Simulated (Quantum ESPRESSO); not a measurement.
# CoO: orders under volume

How does volume change the magnetic state of CoO?

Method: PBE with U = 3.5 eV on Co d (ortho-atomic projectors); plane waves with GBRV 1.5 PBE potentials, no spin-orbit coupling, in Quantum ESPRESSO 7.5.

Report form: the programs' logs are mostly left out.

### Step 1. The starting structure

Symmetry: Fm-3m, No. 225, cubic system. The conventional cell has a = 4.263 Å, b = 4.263 Å, c = 4.263 Å, α = 90.00°, β = 90.00°, γ = 90.00°. Nearest to Co lie 6 O at 2.13 Å. Nearest to O lie 6 Co at 2.13 Å. Farther neighbours and most contacts between anions are not listed.

The cell comes from the Crystallography Open Database.

### Step 2. Volume 0.92, ferro +

All lengths scale alike; the factor is that of the volume. Atoms keep their fractional places. Seeded atoms are those given a starting moment.

File pw.in:

```
&CONTROL
  calculation = 'scf'
  prefix = 'pwscf'
  outdir = './tmp'
  pseudo_dir = './pseudo'
  disk_io = 'nowf'
  tprnfor = .true.
  tstress = .true.
/
&SYSTEM
  ibrav = 0
  nat = 2
  ntyp = 2
  ecutwfc = 40
  ecutrho = 280
  nbnd = 20
  occupations = 'smearing'
  smearing = 'fd'
  degauss = 0.00367493
  nspin = 2
  starting_magnetization(1) = 0.1765
  starting_magnetization(2) = 0
/
&ELECTRONS
  conv_thr = 4d-09
  electron_maxstep = 150
  mixing_beta = 0.3
/
ATOMIC_SPECIES
Co     58.9332 co_pbe_v1.2.uspp.F.UPF
O      15.9990 o_pbe_v1.2.uspp.F.UPF
CELL_PARAMETERS bohr
   0.0000000000    3.9175403634    3.9175403634
   3.9175403634    0.0000000000    3.9175403634
   3.9175403634    3.9175403634    0.0000000000
ATOMIC_POSITIONS crystal
Co      0.0000000000    0.0000000000    0.0000000000
O       0.5000000000    0.5000000000    0.5000000000
K_POINTS automatic
8 8 8 0 0 0
HUBBARD {ortho-atomic}
U Co-3d 3.5000
```

Started as:

```console
$ OMP_NUM_THREADS=1 mpirun -n 2 pw.x -nk 2 -in pw.in > pw.out
```

Run time: 7.8 s. Hardware: 2 MPI ranks of Arm Neoverse V2, shared host; peak memory 0.15 GiB.

Spin moment in the atom's sphere by atom:

| atom | spin moment in the atom's sphere (μB) |
| --- | --- |
| Co1 | 2.52 |
| O2 | 0.24 |

Numbers from this step:

* smearing term TS: 0.03444 eV
* pressure: 20.10 GPa
* magnetization: 2.869 μB
* absolute magnetization: 2.896 μB
* final state: ferromagnetic

### Step 3. Volume 0.92, antiferro q=(0,0,1/2) +-

The wavevector q is in fractions of the reciprocal vectors of the crystal's primitive cell, as the cells of these inputs are built from it; moments change sign between cells as cos(2π q·R).

File pw.in:

```
&CONTROL
  calculation = 'scf'
  prefix = 'pwscf'
  outdir = './tmp'
  pseudo_dir = './pseudo'
  disk_io = 'nowf'
  tprnfor = .true.
  tstress = .true.
/
&SYSTEM
  ibrav = 0
  nat = 4
  ntyp = 3
  ecutwfc = 40
  ecutrho = 280
  nbnd = 32
  occupations = 'smearing'
  smearing = 'fd'
  degauss = 0.00367493
  nspin = 2
  starting_magnetization(1) = 0.1765
  starting_magnetization(2) = -0.1765
  starting_magnetization(3) = 0
/
&ELECTRONS
  conv_thr = 8d-09
  electron_maxstep = 150
  mixing_beta = 0.3
/
ATOMIC_SPECIES
Co1    58.9332 co_pbe_v1.2.uspp.F.UPF
Co2    58.9332 co_pbe_v1.2.uspp.F.UPF
O      15.9990 o_pbe_v1.2.uspp.F.UPF
CELL_PARAMETERS bohr
   0.0000000000    3.9175403634    3.9175403634
   3.9175403634    0.0000000000    3.9175403634
   7.8350807267    7.8350807267    0.0000000000
ATOMIC_POSITIONS crystal
Co1     0.0000000000    0.0000000000    0.0000000000
Co2     0.0000000000    0.0000000000    0.5000000000
O       0.5000000000    0.5000000000    0.2500000000
O       0.5000000000    0.5000000000    0.7500000000
K_POINTS automatic
8 8 4 0 0 0
HUBBARD {ortho-atomic}
U Co1-3d 3.5000
U Co2-3d 3.5000
```

The job ended after 40 s (2 MPI ranks; peak memory 0.23 GiB; 80 s of CPU time).

Spin moment in the atom's sphere by atom:

| atom | spin moment in the atom's sphere (μB) |
| --- | --- |
| Co1 | 2.51 |
| Co2 | -2.51 |
| O3 | 0.00 |
| O4 | 0.00 |

Numbers from this step:

```yaml
smearing_term_ts: 0.05783 eV
pressure: 18.36 GPa
magnetization: 0 μB
absolute_magnetization: 5.386 μB
final_state: antiferromagnetic
```

### Step 4. Volume 0.92, no spin polarisation

File pw.in:

```
&CONTROL
  calculation = 'scf'
  prefix = 'pwscf'
  outdir = './tmp'
  pseudo_dir = './pseudo'
  disk_io = 'nowf'
  tprnfor = .true.
  tstress = .true.
/
&SYSTEM
  ibrav = 0
  nat = 2
  ntyp = 2
  ecutwfc = 40
  ecutrho = 280
  nbnd = 18
  occupations = 'smearing'
  smearing = 'fd'
  degauss = 0.00367493
/
&ELECTRONS
  conv_thr = 4d-09
  electron_maxstep = 150
  mixing_beta = 0.3
/
ATOMIC_SPECIES
Co     58.9332 co_pbe_v1.2.uspp.F.UPF
O      15.9990 o_pbe_v1.2.uspp.F.UPF
CELL_PARAMETERS bohr
   0.0000000000    3.9175403634    3.9175403634
   3.9175403634    0.0000000000    3.9175403634
   3.9175403634    3.9175403634    0.0000000000
ATOMIC_POSITIONS crystal
Co      0.0000000000    0.0000000000    0.0000000000
O       0.5000000000    0.5000000000    0.5000000000
K_POINTS automatic
8 8 8 0 0 0
HUBBARD {ortho-atomic}
U Co-3d 3.5000
```

Run time: 3.8 s. Hardware: 2 MPI ranks; peak memory 0.14 GiB.

Numbers from this step:

- smearing term TS: 0.01875 eV
- pressure: -4.507 GPa
- final state: non-magnetic (no spin polarisation)

### Step 5. Volume 1.08, ferro +

Edit pw.in of step 4 so:

```diff
@@ -15,3 +15,3 @@
   ecutrho = 280
-  nbnd = 18
+  nbnd = 20
   occupations = 'smearing'
@@ -19,2 +19,5 @@
   degauss = 0.00367493
+  nspin = 2
+  starting_magnetization(1) = 0.1765
+  starting_magnetization(2) = 0
 /
@@ -29,5 +32,5 @@
 CELL_PARAMETERS bohr
-   0.0000000000    3.9175403634    3.9175403634
-   3.9175403634    0.0000000000    3.9175403634
-   3.9175403634    3.9175403634    0.0000000000
+   0.0000000000    4.1326198354    4.1326198354
+   4.1326198354    0.0000000000    4.1326198354
+   4.1326198354    4.1326198354    0.0000000000
 ATOMIC_POSITIONS crystal
```

Elapsed: 8.1 s, on 2 MPI ranks; peak memory 0.16 GiB.

This step gave:

* smearing term TS: 0.03947 eV
* pressure: -10.24 GPa
* magnetization: 2.997 μB
* absolute magnetization: 3.026 μB
* final state: ferromagnetic
* largest moment: 2.632 μB

### Step 6. The series

The runs not shown differ from these in the moved quantity alone.

States, by row:

| volume | ferro + | antiferro q=(0,0,1/2) +- | no spin polarisation |
| --- | --- | --- | --- |
| 0.92 | ferromagnetic | antiferromagnetic | non-magnetic |
| 0.96 | ferromagnetic | antiferromagnetic | non-magnetic |
| 1 | ferromagnetic | antiferromagnetic | non-magnetic |
| 1.04 | ferromagnetic | antiferromagnetic | non-magnetic |
| 1.08 | ferromagnetic | antiferromagnetic | non-magnetic |

Largest site moment against volume:

| volume (factor) | ferro + (μB) | antiferro q=(0,0,1/2) +- (μB) |
| --- | --- | --- |
| 0.9200 | 2.52 | 2.51 |
| 0.9600 | 2.58 | 2.53 |
| 1.0000 | 2.61 | 2.55 |
| 1.0400 | 2.62 | 2.57 |
| 1.0800 | 2.63 | 2.58 |

Table of energy less that of the parallel start by volume; values in meV a seeded atom:

| volume (factor) | antiferro q=(0,0,1/2) +- | no spin polarisation |
| --- | --- | --- |
| 0.9200 | -58.0 | 507 |
| 0.9600 | -48.6 | 620 |
| 1.0000 | -39.0 | 723 |
| 1.0400 | -30.7 | 815 |
| 1.0800 | -23.7 | 897 |

Table of energy over the lowest by volume; values in meV an atom:

| volume (factor) | ferro + | antiferro q=(0,0,1/2) +- | no spin polarisation |
| --- | --- | --- | --- |
| 0.9200 | 71.1 | 42.2 | 324 |
| 0.9600 | 34.4 | 10.1 | 345 |
| 1.0000 | 19.5 | 0 | 381 |
| 1.0400 | 23.0 | 7.60 | 431 |
| 1.0800 | 41.2 | 29.4 | 490 |

### Step 7. What came out

```
moment, parallel start       : 2.52 to 2.63 μB
states met from these starts : antiferromagnetic and ferromagnetic
```

In words: The moment of the parallel start goes from 2.52 μB at 0.92 to 2.63 μB at 1.08. The net moment of the cell goes from 2.87 to 3.00 μB. The radius of the spheres follows the nearest distance, so part of the change of the site moments is the spheres'. The largest moment of the start antiferro q=(0,0,1/2) +- lies between 2.51 and 2.58 μB. The start antiferro q=(0,0,1/2) +- lies under the parallel one at every finished point, by 23.7 to 58.0 meV a seeded atom. The smearing term is large for its width, so states at the Fermi level are partly filled: at this level the cell is a metal or has a gap of a few widths at most. Degenerate orbitals of a corrected shell are partly filled. Whether a state of lower symmetry lies under this one was not tested; under a U it often does.

[Logs and program files are shortened in this print: banners, set-up blocks, solver, clock and traceback lines can be left out without a mark of their own.]

[Logs are printed without paths, hosts, clocks, repeated set-up lines and the standing remarks that a program may print on its own settings, such as how far it seeks lower states.]

[Hosts, paths, dates, database ids (printed as entryN), source tags and the programs' standing remarks are cut or masked in the printed files.]

[Where a cell is said to come from a database of computed structures, the database is the Materials Project.]
